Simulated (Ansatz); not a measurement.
**K2NaGaBr3F3: complex band structure**

Wanted: the relaxed cell of K2NaGaBr3F3, its band edges and its decay constants. It is built by putting Br for part of the F in the K2NaGaF6 structure of space group Fm-3m, with the volume rescaled by atomic radii. The parent structure comes from the Materials Project.

Calculated with Ansatz 0.2.0; LDA DFT, plane waves, PAW files, in the first sound run; inputs show where later runs differ.

The structure was built from a prototype and need not be the compound's stable phase.

### Step 1. The starting structure

Symmetry: Fmm2, No. 42, orthorhombic system. The conventional cell has a = 9.112 Å, b = 9.112 Å, c = 9.112 Å, α = 90.00°, β = 90.00°, γ = 90.00°. K has 6 F at 3.23 Å and 6 Br at 3.23 Å nearest. Nearest to Na lie 3 Br at 2.47 Å and 3 F at 2.47 Å. Nearest to Ga lie 3 Br at 2.09 Å and 3 F at 2.09 Å. Nearest to Br lie 1 Ga at 2.09 Å and 1 Na at 2.47 Å and 4 K at 3.23 Å. F has 1 Ga at 2.09 Å and 1 Na at 2.47 Å and 4 K at 3.23 Å nearest. F has 1 Ga at 2.09 Å and 1 Na at 2.47 Å and 4 K at 3.23 Å nearest. It derives from K2NaGaF6. Br for part of the F in the K2NaGaF6 structure of space group Fm-3m. Farther neighbours and most contacts between anions are not listed.

### Step 2. Relaxing the new crystal

The substituted atoms don't fit the parent's cell, so cell and atoms relax together. A small smearing keeps the run stable in case the gap closes on the way.

input.yaml reads:

```yaml
crystal:
  lattice:
    - [0.0, 4.5558326039, 4.5558326039]
    - [4.5558326039, 0.0, 4.5558326039]
    - [4.5558326039, 4.5558326039, 0.0]
  atoms:
    - { symbol: K, position: [0.75, 0.75, 0.75] }
    - { symbol: K, position: [0.25, 0.25, 0.25] }
    - { symbol: Na, position: [0.5, 0.5, 0.5] }
    - { symbol: Ga, position: [0.0, 0.0, 0.0] }
    - { symbol: Br, position: [0.770739, 0.229261, 0.229261] }
    - { symbol: F, position: [0.229261, 0.229261, 0.770739] }
    - { symbol: Br, position: [0.229261, 0.770739, 0.770739] }
    - { symbol: F, position: [0.229261, 0.770739, 0.229261] }
    - { symbol: Br, position: [0.770739, 0.229261, 0.770739] }
    - { symbol: F, position: [0.770739, 0.770739, 0.229261] }
kpoints:
  mp_grid: { grid: [4, 4, 4] }
scf:
  occupations: { method: gaussian, width: 0.03 }
hamiltonian:
  xc: lda
output:
  forces: true
  stress: true
relax:
  f_tol: 0.02
  max_steps: 60
  cell: {}
```

Command:

```sh
$ ansatz run input.yaml --threads 2 --pin off --max-ram 4096MiB --backend cpu --events-out ev --progress --plain --runs-dir out
```

Numbers of over 12 decimals in the logs are rounded to 6 here.

The program printed:

```text
Engine: ansatz 0.2.0, aarch64-unknown-linux-gnu
Pseudopotentials: kind: paw
Pseudopotential: K, paw, valence charge 9, recommended cutoff 420 eV (normal), K.paw.azcp
Pseudopotential: Na, paw, valence charge 9, recommended cutoff 420 eV (normal), Na.paw.azcp
Pseudopotential: Ga, paw, valence charge 13, recommended cutoff 420 eV (normal), Ga.paw.azcp
Pseudopotential: Br, paw, valence charge 7, recommended cutoff 420 eV (normal), Br.paw.azcp
Pseudopotential: F, paw, valence charge 7, recommended cutoff 420 eV (normal), F.paw.azcp
Functional definition: SPW92
  exchange = slater_x
  correlation = pw_c
Crystal: 10 atoms, lattice volume = 189.118 Å³
Basis set: ecut = 420 eV, 3695 PW (Γ)
Bands: 51, of which v1, the nominal top of the filled ones, is band 41 counted from 1 (40 counted from 0)
Symmetry: 4 space group operations
Space group: Fmm2 (ITA 42), of the structure as read, at distance tolerance 5.7e-5 Å
k-points: 18 of 64 (time reversal used)
Non-local potential: K, projectors of the file, l = 0: 3, l = 1: 2, l = 2: 2
Non-local potential: Na, projectors of the file, l = 0: 3, l = 1: 2, l = 2: 1
Non-local potential: Ga, projectors of the file, l = 0: 2, l = 1: 2, l = 2: 3, l = 3: 1
Non-local potential: Br, projectors of the file, l = 0: 2, l = 1: 2, l = 2: 2
Non-local potential: F, projectors of the file, l = 0: 2, l = 1: 2, l = 2: 1
PAW form: soft (Blöchl's): semilocal exchange-correlation on the pseudo side does not see the compensation charge
PAW frozen core: K, regenerated for the run's functional, and the local potential with it (the file was generated under x = pbe(κ = 0.804, μ = 0.219515), c = pbe(β = 0.066725))
PAW frozen core: Na, regenerated for the run's functional, and the local potential with it (the file was generated under x = pbe(κ = 0.804, μ = 0.219515), c = pbe(β = 0.066725))
PAW frozen core: Ga, regenerated for the run's functional, and the local potential with it (the file was generated under x = pbe(κ = 0.804, μ = 0.219515), c = pbe(β = 0.066725))
PAW frozen core: Br, regenerated for the run's functional, and the local potential with it (the file was generated under x = pbe(κ = 0.804, μ = 0.219515), c = pbe(β = 0.066725))
PAW frozen core: F, regenerated for the run's functional, and the local potential with it (the file was generated under x = pbe(κ = 0.804, μ = 0.219515), c = pbe(β = 0.066725))
PAW one-centre angular grid: K, 110 points (default); XC on 64 Gauss nodes
PAW one-centre angular grid: Na, 110 points (default); XC on 64 Gauss nodes
PAW one-centre angular grid: Ga, 590 points (default); XC on 64 Gauss nodes
PAW one-centre angular grid: Br, 110 points (default); XC on 64 Gauss nodes
PAW one-centre angular grid: F, 110 points (default); XC on 64 Gauss nodes
Initial density: superposition of atomic densities (neutral atoms: chi_scale 0, normalization atom), corrected by the library's trained network
Initial wavefunctions: pseudopotential atomic-orbital guess
Functional: x = slater, c = lda
SCF iter   1: F=—  HF=-18636.924075 eV  |F-HF|=—  |Δ(HF+E_count)|=         —  Δρ=1.21e-2  dr2=1.90e-1  ethr=1.77e-3  ⟨swp⟩=8.9  Hψ=4622  notcnv=0  defer=9
preconditioner: auto → Resta (q_TF=auto, 2.374 Å⁻¹)  ε∞=3.0  [insulator: Δε(μ)=3.492 eV  Ē_g=16.493 eV  σ=0.030 eV  W_gap=1.00  n_scr=50 (ndim 8)  ℏωp=23.5 eV  f_vac=0.046  D(μ)=0.00/eV (n_scr^D=0)  ε∞_Penn≈3.0]
SCF iter   2: F=—  HF=-18636.873749 eV  |F-HF|=—  |Δ(HF+E_count)|=   5.03e-2  Δρ=4.68e-3  dr2=1.87e-2  ethr=2.31e-4  ⟨swp⟩=2.3  Hψ=1841  notcnv=0  defer=83
SCF iter   3: F=—  HF=-18636.869437 eV  |F-HF|=—  |Δ(HF+E_count)|=   4.31e-3  Δρ=1.91e-3  dr2=4.64e-3  ethr=2.29e-5  ⟨swp⟩=2.0  Hψ=1558  notcnv=0  defer=84
SCF iter   4: F=—  HF=-18636.868571 eV  |F-HF|=—  |Δ(HF+E_count)|=   8.66e-4  Δρ=7.18e-4  dr2=5.86e-4  ethr=5.66e-6  ⟨swp⟩=2.1  Hψ=1301  notcnv=0  defer=84
SCF iter   5: F=—  HF=-18636.868410 eV  |F-HF|=—  |Δ(HF+E_count)|=   1.61e-4  Δρ=1.39e-4  dr2=3.80e-5  ethr=7.15e-7  ⟨swp⟩=2.4  Hψ=1533  notcnv=0  defer=84
SCF iter   6: F=—  HF=-18636.868526 eV  |F-HF|=—  |Δ(HF+E_count)|=   1.16e-4  Δρ=5.35e-5  dr2=5.94e-6  ethr=4.64e-8  ⟨swp⟩=2.0  Hψ=1487  notcnv=0  defer=84
SCF iter   7: F=—  HF=-18636.868527 eV  |F-HF|=—  |Δ(HF+E_count)|=   6.69e-7  Δρ=1.99e-5  dr2=6.89e-7  ethr=7.24e-9  ⟨swp⟩=2.0  Hψ=1292  notcnv=0  defer=84
SCF iter   8: F=—  HF=-18636.868527 eV  |F-HF|=—  |Δ(HF+E_count)|=   5.11e-8  Δρ=1.13e-5  dr2=1.81e-7  ethr=1.22e-10  ⟨swp⟩=5.4  Hψ=3443  notcnv=0
SCF iter   9: F=-18636.868527 eV  HF=-18636.868527 eV  |F-HF|=5.24e-10  |Δ(HF+E_count)|=   3.68e-8  Δρ=2.25e-6  dr2=1.40e-8  ethr=1.22e-10  ⟨swp⟩=4.8  Hψ=3034  notcnv=0
SCF 1 converged in 9 iterations: F = -18636.868527 eV  dr2 = 1.40e-8
  greatest PAW one-centre occupation: 0.999 electrons in one spin orbital (limit 2), on the Na atom at site 2 (counted from 0), in its partial waves of l = 0
relax step   1: F+E_penalty+E_count = -18636.86852701 eV  Δ(F+E_penalty+E_count) = +0.000e0 eV  max|allowed force component| = 5.831e0 eV/Å  Δτ_max = 0.0000 Å  P = +11.129 GPa  Ω = 189.118 Å³  (9 SCF iters, dr2 threshold 1.00e-7 eV, accepted)
Crystal: 10 atoms, lattice volume = 199.718 Å³
Basis set: ecut = 420 eV, 3887 PW (Γ)
Initial density: handed on by an earlier stage of this run
Initial wavefunctions: those handed on with the density
iter 1 solved again at ethr=2.97e-4 eV; its pass at ethr=3.10e-3 eV (dr2=2.44e-1 eV) is discarded
SCF iter   1: F=—  HF=-18639.444196 eV  |F-HF|=—  |Δ(HF+E_count)|=         —  Δρ=1.38e-2  dr2=2.44e-1  ethr=2.97e-4  ⟨swp⟩=2.8  Hψ=5378  notcnv=0
preconditioner: auto → Resta (q_TF=auto, 2.352 Å⁻¹)  ε∞=3.0  [insulator: Δε(μ)=2.836 eV  Ē_g=16.301 eV  σ=0.030 eV  W_gap=1.00  n_scr=58 (ndim 8)  ℏωp=22.9 eV  f_vac=0.043  D(μ)=0.00/eV (n_scr^D=0)  ε∞_Penn≈3.0]
SCF iter   2: F=—  HF=-18639.358028 eV  |F-HF|=—  |Δ(HF+E_count)|=   8.62e-2  Δρ=7.01e-3  dr2=5.98e-2  ethr=2.97e-4  ⟨swp⟩=3.6  Hψ=1819  notcnv=0  defer=3
SCF iter   3: F=—  HF=-18639.337216 eV  |F-HF|=—  |Δ(HF+E_count)|=   2.08e-2  Δρ=3.28e-3  dr2=1.48e-2  ethr=7.29e-5  ⟨swp⟩=3.7  Hψ=2051  notcnv=0  defer=23
SCF iter   4: F=—  HF=-18639.332449 eV  |F-HF|=—  |Δ(HF+E_count)|=   4.77e-3  Δρ=5.61e-4  dr2=4.95e-4  ethr=1.81e-5  ⟨swp⟩=2.1  Hψ=1676  notcnv=0  defer=41
SCF iter   5: F=—  HF=-18639.332559 eV  |F-HF|=—  |Δ(HF+E_count)|=   1.11e-4  Δρ=1.89e-4  dr2=5.19e-5  ethr=6.03e-7  ⟨swp⟩=2.0  Hψ=1613  notcnv=0  defer=42
SCF iter   6: F=—  HF=-18639.332537 eV  |F-HF|=—  |Δ(HF+E_count)|=   2.29e-5  Δρ=6.44e-5  dr2=6.47e-6  ethr=6.34e-8  ⟨swp⟩=2.0  Hψ=1431  notcnv=0  defer=42
[...]
[... from here on, the SCF cycles and remarks between the steps are left out ...]
relax step   4: F+E_penalty+E_count = -18640.46950646 eV  Δ(F+E_penalty+E_count) = -1.925e-1 eV  max|allowed force component| = 2.814e-1 eV/Å  Δτ_max = 0.1441 Å  P = -1.294 GPa  Ω = 205.092 Å³  energy of the carried Pulay correction = -2.878e-2 eV  (7 SCF iters, dr2 threshold 1.00e-6 eV, accepted)
relax step   5: F+E_penalty+E_count = -18640.50681806 eV  Δ(F+E_penalty+E_count) = -3.731e-2 eV  max|allowed force component| = 7.147e-2 eV/Å  Δτ_max = 0.0151 Å  P = -0.135 GPa  Ω = 201.049 Å³  energy of the carried Pulay correction = -2.172e-2 eV  (6 SCF iters, dr2 threshold 1.00e-6 eV, accepted)
relax step   6: F+E_penalty+E_count = -18640.51146112 eV  Δ(F+E_penalty+E_count) = -4.643e-3 eV  max|allowed force component| = 3.590e-2 eV/Å  Δτ_max = 0.0120 Å  P = +0.046 GPa  Ω = 199.890 Å³  energy of the carried Pulay correction = -1.967e-2 eV  (6 SCF iters, dr2 threshold 6.58e-7 eV, accepted)
relax step   7: F+E_penalty+E_count = -18640.51106465 eV  Δ(F+E_penalty+E_count) = +3.965e-4 eV  max|allowed force component| = 1.050e-2 eV/Å  Δτ_max = 0.0095 Å  P = -0.014 GPa  Ω = 200.305 Å³  energy of the carried Pulay correction = -2.040e-2 eV  (7 SCF iters, dr2 threshold 8.05e-8 eV, accepted)
relax step   8: F+E_penalty+E_count = -18640.66740616 eV  Δ(F+E_penalty+E_count) = -1.563e-1 eV  max|allowed force component| = 1.938e-2 eV/Å  Δτ_max = 0.0000 Å  P = +0.967 GPa  Ω = 200.305 Å³  stress off target by 2.03e0 GPa  SCF on the basis re-selected at this cell (its energy is not comparable with the rows above)  (9 SCF iters)
relax step   9: F+E_penalty+E_count = -18640.69529947 eV  Δ(F+E_penalty+E_count) = -2.789e-2 eV  max|allowed force component| = 3.041e-2 eV/Å  Δτ_max = 0.0262 Å  P = +0.052 GPa  Ω = 205.586 Å³  energy of the carried Pulay correction = -1.077e-2 eV  (7 SCF iters, dr2 threshold 1.00e-6 eV, accepted)
relax step  10: F+E_penalty+E_count = -18640.69492673 eV  Δ(F+E_penalty+E_count) = +3.727e-4 eV  max|allowed force component| = 1.953e-2 eV/Å  Δτ_max = 0.0080 Å  P = -0.010 GPa  Ω = 206.115 Å³  energy of the carried Pulay correction = -1.207e-2 eV  (6 SCF iters, dr2 threshold 1.47e-7 eV, accepted)
relax step  11: F+E_penalty+E_count = -18640.70959378 eV  Δ(F+E_penalty+E_count) = -1.467e-2 eV  max|allowed force component| = 2.049e-2 eV/Å  Δτ_max = 0.0000 Å  P = +0.029 GPa  Ω = 206.115 Å³  stress off target by 1.21e-1 GPa  SCF on the basis re-selected at this cell (its energy is not comparable with the rows above)  (7 SCF iters)
relax step  12: F+E_penalty+E_count = -18640.70935373 eV  Δ(F+E_penalty+E_count) = +2.400e-4 eV  max|allowed force component| = 2.865e-2 eV/Å  Δτ_max = 0.0036 Å  P = -0.016 GPa  Ω = 206.295 Å³  energy of the carried Pulay correction = -3.683e-4 eV  (6 SCF iters, dr2 threshold 3.64e-8 eV, accepted)
relax step  13: F+E_penalty+E_count = -18640.70935434 eV  Δ(F+E_penalty+E_count) = -6.037e-7 eV  max|allowed force component| = 3.031e-3 eV/Å  Δτ_max = 0.0024 Å  P = +0.001 GPa  Ω = 206.334 Å³  energy of the carried Pulay correction = -4.325e-4 eV  (6 SCF iters, dr2 threshold 5.13e-8 eV, accepted)
iter 1 solved again at ethr=1.20e-7 eV; its pass at ethr=3.10e-3 eV (dr2=9.84e-5 eV) is discarded
SCF iter   1: F=—  HF=-18640.709744 eV  |F-HF|=—  |Δ(HF+E_count)|=         —  Δρ=4.97e-5  dr2=1.76e-7  ethr=1.20e-7  ⟨swp⟩=4.3  Hψ=7810  notcnv=0
preconditioner: auto → Resta (q_TF=auto, 2.339 Å⁻¹)  ε∞=2.9  [insulator: Δε(μ)=3.027 eV  Ē_g=16.232 eV  σ=0.030 eV  W_gap=1.00  n_scr=42 (ndim 8)  ℏωp=22.5 eV  f_vac=0.049  D(μ)=0.00/eV (n_scr^D=0)  ε∞_Penn≈2.9]
SCF iter   2: F=—  HF=-18640.709870 eV  |F-HF|=—  |Δ(HF+E_count)|=   1.26e-4  Δρ=2.48e-5  dr2=4.69e-8  ethr=2.15e-10  ⟨swp⟩=2.3  Hψ=1595  notcnv=0
SCF iter   3: F=—  HF=-18640.709871 eV  |F-HF|=—  |Δ(HF+E_count)|=   1.51e-6  Δρ=5.82e-6  dr2=1.39e-8  ethr=5.72e-11  ⟨swp⟩=2.0  Hψ=1247  notcnv=0
SCF iter   4: F=—  HF=-18640.709871 eV  |F-HF|=—  |Δ(HF+E_count)|=   5.23e-8  Δρ=2.53e-7  dr2=1.80e-10  ethr=1.69e-11  ⟨swp⟩=2.1  Hψ=1530  notcnv=0
SCF iter   5: F=-18640.709871 eV  HF=-18640.709871 eV  |F-HF|=2.91e-11  |Δ(HF+E_count)|=  1.09e-11  Δρ=1.22e-7  dr2=4.19e-11  ethr=1.00e-12  ⟨swp⟩=4.9  Hψ=3385  notcnv=0
SCF 14 converged in 5 iterations: F = -18640.709871 eV  dr2 = 4.19e-11
relax step  14: F+E_penalty+E_count = -18640.70987126 eV  Δ(F+E_penalty+E_count) = -5.169e-4 eV  max|allowed force component| = 3.029e-3 eV/Å  Δτ_max = 0.0000 Å  P = +0.002 GPa  Ω = 206.334 Å³  stress off target by 7.41e-3 GPa  SCF on the basis re-selected at this cell (its energy is not comparable with the rows above)  (5 SCF iters)
basis re-selected at this cell: Δ(F+E_penalty+E_count) = -5.169e-4 eV, ΔP = +0.001 GPa vs the last step (what re-selecting the basis moved, of the pressure what is left beyond the Pulay correction that the steps carried, after the strain that the cell walked since its last selection, with what the two solves' SCF thresholds leave and, on support functions, any second-order correction that the steps lacked; it is no m [...]
SCF converged after 5 iterations
Free energy (F): -18640.709871 eV
Harris-Foulkes:  -18640.709871 eV  (|F-HF|=2.91e-11)
Internal energy: -18640.709871 eV  (E = F + TS)
E sigma→0 (E₀):  -18640.709871 eV
Fermi energy:    4.804426 eV
--- Per-component energies (eV) ---
  E_band       = -646.080614
  E_kinetic    = 1766.812871
  E_local      = -7748.956418  (includes V_loc(G=0)·N_el)
  E_nonlocal   = 1025.963479
  E_hartree    = 3067.227899
  E_xc         = -1392.176600
  E_vxc        = -1055.107821  (∫ρ·V_xc dr)
  E_paw        = -10697.048289  (= ΣΔE_a)
  E_vpaw       = -769.254508  (= ΣTr[D̂ρ^β])
  E_aug_tail   = 0.005847  (compensation charges beyond the density's cutoff)
  E_ewald      = -4665.882319
  E_core_change = 3.343659  (= ΣΔE_core)
  E_smearing   = -0.000000  (= −TS)
  E_closure    = 0.000000  (closes the sum)
  Σ components = -18640.709871   (vs F -18640.709871, Δ=0.00e0)
--- Forces (eV/Å), atoms counted from 1 ---
  atom   1  K     -0.00000000    -0.00025219     0.00000000
  atom   2  K      0.00000000    -0.00025219     0.00000000
  atom   3  Na     0.00000000     0.00004272     0.00000000
  atom   4  Ga     0.00000000     0.00059185     0.00000000
  atom   5  Br     0.00224816     0.00088162     0.00000000
  atom   6  F      0.00000000     0.00045418     0.00063517
  atom   7  Br    -0.00224816     0.00088162     0.00000000
  atom   8  F     -0.00000000     0.00023049     0.00000000
  atom   9  Br    -0.00000000    -0.00302867     0.00000000
  atom  10  F     -0.00000000     0.00045418    -0.00063517
  max |Σ_I F_I| component: 3.59e-6 eV/Å
--- Stress (GPa, compression-positive) ---
        0.007414       0.000000      -0.000000
        0.000000       0.000522      -0.000000
       -0.000000      -0.000000      -0.002215
  P = ⅓ Tr σ = 0.0019 GPa (0.019 kbar)
--- Relaxed structure (11 steps of the walk, 11 accepted, 3 SCFs on fresh bases) ---
  F+E_penalty+E_count = -18640.70987126 eV   max|allowed force component| = 3.029e-3 eV/Å   (the final SCF, on the basis selected at the relaxed cell)
  cell:  # Å, volume = 206.3344 Å³
    - [0.0, 4.847729, 4.008813]
    - [5.308693, 0.0, 4.008813]
    - [5.308693, 4.847729, 0.0]
  atoms:
    - { symbol: K, position: [0.754517, 0.745483, 0.754517] }
    - { symbol: K, position: [0.254517, 0.245483, 0.254517] }
    - { symbol: Na, position: [0.451515, 0.548485, 0.451515] }
    - { symbol: Ga, position: [0.019384, -0.019384, 0.019384] }
    - { symbol: Br, position: [0.770388, 0.229612, 0.250025] }
    - { symbol: F, position: [0.242437, 0.216971, 0.783029] }
    - { symbol: Br, position: [0.250025, 0.749975, 0.770388] }
    - { symbol: F, position: [0.213847, 0.786153, 0.213847] }
    - { symbol: Br, position: [0.760341, 0.239659, 0.760341] }
    - { symbol: F, position: [0.783029, 0.757563, 0.242437] }
```

Run time: 93 s. Hardware: 2 threads of Arm Neoverse V2, shared host; peak memory 0.5 GiB; 3 min of CPU time.

Step by step:

```csv
step,energy less that of the first step (eV),largest force component (eV/Å),pressure (GPa),volume (Å³)
1,0.0000,5.8314,11.13,189.12
2,-2.4640,1.8543,1.54,199.72
3,-3.4085,0.6451,0.50,202.23
4,-3.6010,0.2814,-1.29,205.09
5,-3.6383,0.0715,-0.14,201.05
6,-3.6429,0.0359,0.05,199.89
7,-3.6425,0.0105,-0.01,200.30
8*,-3.7989,0.0194,0.97,200.30
9,-3.8268,0.0304,0.05,205.59
10,-3.8264,0.0195,-0.01,206.12
11*,-3.8411,0.0205,0.03,206.12
12,-3.8408,0.0287,-0.02,206.29
13,-3.8408,0.0030,0.00,206.33
14*,-3.8413,0.0030,0.00,206.33
```

Relaxation steps marked * repeat the geometry before them on a plane-wave basis chosen anew for their cell, so energy and pressure can jump there.

The run keeps the 4 symmetry operations that it works with, so distortions that break them were not tested.

```csv
cell as run,before,after,change
a (Å),6.443,6.291,-2.4 %
b (Å),6.443,6.652,+3.2 %
c (Å),6.443,7.189,+11.6 %
α (°),60.00,53.89,-10.2 %
β (°),60.00,58.69,-2.2 %
γ (°),60.00,67.42,+12.4 %
volume (Å³/atom),18.91,20.63,+9.1 %
```

The atoms that moved most (Å, as changes of fractional coordinates times the final cell):

```csv
atom,dx,dy,dz,length
Na3,0.000,-0.470,0.000,0.470
Ga4,0.000,0.188,0.000,0.188
Br5,0.112,0.099,0.000,0.150
Br7,-0.112,0.099,0.000,0.150
F8,0.000,-0.149,0.000,0.149
F6,0.000,0.123,0.004,0.124
F10,0.000,0.123,-0.004,0.124
Br9,0.000,-0.101,0.000,0.101
```

Final coordinates:

```cif
data_structure
_symmetry_space_group_name_H-M 'P 1'
_symmetry_Int_Tables_number 1
_cell_length_a 6.2906
_cell_length_b 6.6523
_cell_length_c 7.1891
_cell_angle_alpha 53.893
_cell_angle_beta 58.691
_cell_angle_gamma 67.416
_cell_volume 206.33
loop_
_atom_site_label
_atom_site_type_symbol
_atom_site_fract_x
_atom_site_fract_y
_atom_site_fract_z
_atom_site_occupancy
K1 K 0.75452 0.74548 0.75452 1
K2 K 0.25452 0.24548 0.25452 1
Na3 Na 0.45151 0.54849 0.45151 1
Ga4 Ga 0.01938 0.98062 0.01938 1
Br5 Br 0.77039 0.22961 0.25002 1
F6 F 0.24244 0.21697 0.78303 1
Br7 Br 0.25002 0.74998 0.77039 1
F8 F 0.21385 0.78615 0.21385 1
Br9 Br 0.76034 0.23966 0.76034 1
F10 F 0.78303 0.75756 0.24244 1
```

This step gave:

| Quantity | Value |
| --- | --- |
| free energy | -18640.7099 eV |
| Fermi energy | 4.804 eV |
| pressure | 0.001907 GPa |

The largest force component on a free atom ends at 0.0030 eV/Å.

[end of part 1 of 3]

[Logs are printed without paths, hosts, clocks, repeated set-up lines and the standing remarks that a program may print on its own settings, such as how far it seeks lower states.]

[Hosts, paths, dates, database ids (printed as entryN), source tags and the programs' standing remarks are cut or masked in the printed files.]
